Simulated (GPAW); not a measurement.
Consider AsP (R3m).

```xyz
2
Lattice="1.8426 1.0638 3.3263 -1.8426 1.0638 3.3263 0.0000 -2.1277 3.3263" Properties=species:S:1:pos:R:3 pbc="T T T"
As    0.0000    0.0000    7.7089
P     0.0000    0.0000    2.2700
```

Absorber: atom 2, with 3 As at 2.45 Å and 3 As at 3.00 Å (distorted octahedral, site symmetry 3m). Method: GPAW, LDA, excited-electron core hole (neutral cell), 14-atom cell with 6.5 Å between holes, 5×5×5 k points, dipole transitions, Gaussian full width 0.9 eV up to 4 eV, rising linearly to 3.5 eV at 25 eV.

Predict the near-edge structure at the P K edge.

Main maxima up to 24 eV above the zero (height): 0.8 eV (3.14), 11.9 eV (0.95) and 19.6 eV (0.86). A K edge sees empty p states on the absorber. The total-energy difference is 2147.37 eV. One term is added: -15.84 eV, since the hole is spin-paired here and a spin-polarised one costs that much less in the free atom (computed apart). The photon energy is then 2131.53 eV. The functional leaves an error in such absolute values: in the free atom LDA prices this hole 8.5 eV below PBE (computed apart), and PBE is itself good to a few eV.

The P K spectrum (energy from the lowest empty level; intensity scaled to a mean of 1 over the first 20 eV; polarised curves are means over the symmetry-equivalent atoms):

```tsv
E (eV)	isotropic	ε ⊥ c	ε ∥ c
-2.0	0.00	0.00	0.00
-1.4	0.00	0.00	0.00
-0.8	0.04	0.05	0.04
-0.2	0.81	0.88	0.68
0.4	2.63	2.89	2.12
1.0	3.04	3.10	2.92
1.6	2.19	2.18	2.22
2.2	1.71	1.85	1.43
2.8	1.64	1.85	1.22
3.4	1.43	1.55	1.19
4.0	1.15	1.17	1.11
4.6	1.06	1.01	1.16
5.2	1.09	0.98	1.32
5.8	1.05	0.96	1.21
6.4	0.74	0.75	0.72
7.0	0.40	0.45	0.32
7.6	0.29	0.33	0.20
8.2	0.30	0.35	0.20
8.8	0.36	0.41	0.24
9.4	0.45	0.49	0.35
10.0	0.58	0.60	0.52
10.6	0.74	0.74	0.74
11.2	0.89	0.88	0.91
11.8	0.95	0.96	0.94
12.4	0.92	0.95	0.88
13.0	0.84	0.86	0.80
13.6	0.75	0.74	0.76
14.2	0.70	0.67	0.76
14.8	0.70	0.67	0.78
15.4	0.73	0.70	0.81
16.0	0.77	0.73	0.85
16.6	0.80	0.76	0.88
17.2	0.81	0.77	0.88
17.8	0.81	0.79	0.86
18.4	0.83	0.83	0.83
19.0	0.85	0.87	0.82
19.6	0.86	0.89	0.81
20.2	0.85	0.87	0.80
20.8	0.82	0.84	0.78
21.4	0.78	0.79	0.75
22.0	0.75	0.76	0.73
22.6	0.72	0.73	0.71
23.2	0.70	0.70	0.71
23.8	0.68	0.66	0.70
24.4	0.66	0.63	0.70
25.0	0.64	0.61	0.71
25.6	0.63	0.60	0.71
26.2	0.63	0.59	0.71
26.8	0.63	0.58	0.72
27.4	0.64	0.59	0.74
28.0	0.67	0.61	0.77
28.6	0.72	0.66	0.82
29.2	0.79	0.74	0.89
```

The unit cell's mesh shows no gap over 0.35 eV. That is right for a metallic compound; for a small-gap or correlated insulator it would be the fault of the functional or of the assumed magnetic order, and the hole would be screened too well. The structure is a computed Materials Project entry and may be a hypothetical form.

[Banner, clock and machine lines of the logs are left out without a mark of their own.]

[Logs are printed without paths, hosts, clocks, repeated set-up lines and the standing remarks that a program may print on its own settings, such as how far it seeks lower states.]

[Hosts, paths, dates, database ids (printed as entryN), source tags and the programs' standing remarks are cut or masked in the printed files.]

[Lists of maxima count a maximum above −3 eV only where it reaches 4 % of the highest in the window and stands out from its surroundings by 2 % of it (1.5 % where it reaches 55 %); shoulders and weaker maxima are passed over, and of the rest the first, up to two pre-edge ones and the few strongest are named.]
